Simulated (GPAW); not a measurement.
Computed results, one entry a study.

BaTiO3 (Pm-3m): G0W0 with GPAW, start to end. The structure is cubic, space group Pm-3m (No. 221). Conventional cell: a = 4.006 Å, b = 4.006 Å, c = 4.006 Å, α = 90.00°, β = 90.00°, γ = 90.00°. Ba has 12 O at 2.83 Å nearest. Nearest to Ti lie 6 O at 2.00 Å. O has 2 Ti at 2.00 Å and 4 Ba at 2.83 Å nearest. Farther neighbours and most contacts between anions are not listed. The calculation used DFT, PBE, plane waves, PAW (and 1 further level or step) in GPAW 26.7.0, with cutoff 600 eV, GPAW PAW setups 1.2.1 data release, 4×4×4 k-mesh, nbands 965 in one of its runs. The PBE gap is 1.78 eV, indirect. The G0W0 gap on the mesh is 3.58 eV and the GW settings are 4×4×4 mesh, 444 bands, screening to 210 eV, Godby-Needs plasmon pole. The known limits are not at the basis limit; no spin-orbit coupling; coarse k mesh. It took 4 runs, 6.2 min in all on 4 MPI ranks of AMD EPYC 9R45, shared host (the runs of this entry). G0W0 moves the gap on the mesh from 1.78 eV to 3.58 eV (+1.80 eV), with Z of 0.75 and 0.77 at the edges. Only 2 of the mesh's irreducible points were corrected, so a valley elsewhere could overtake. The cell and positions come from the Crystallography Open Database and are kept as given unless a step says otherwise. Limits: no spin-orbit coupling. Bands and cutoff are finite, so the gap is not at the basis limit. The miss can reach some tenths of an eV and take either sign; the mesh is an error of its own. The 4×4×4 mesh is coarse for this cell, which bears on the long-range parts of exchange and screening.

```xyz
5
Lattice="4.0060 0.0000 0.0000 0.0000 4.0060 0.0000 0.0000 0.0000 4.0060" Properties=species:S:1:pos:R:3 pbc="T T T"
Ba    2.0030    2.0030    2.0030
Ti    0.0000    0.0000    0.0000
O     2.0030    0.0000    0.0000
O     0.0000    2.0030    0.0000
O     0.0000    0.0000    2.0030
```

[Paths, hosts, dates, memory and timing lines, banners, echoed tables and standing remarks are left out of the program output.]

[Logs are printed without paths, hosts, clocks, repeated set-up lines and the standing remarks that a program may print on its own settings, such as how far it seeks lower states.]

[Runs of the session that timed out or met a known fault of the program may be left out.]

[Hosts, paths, dates, database ids (printed as entryN), source tags and the programs' standing remarks are cut or masked in the printed files.]
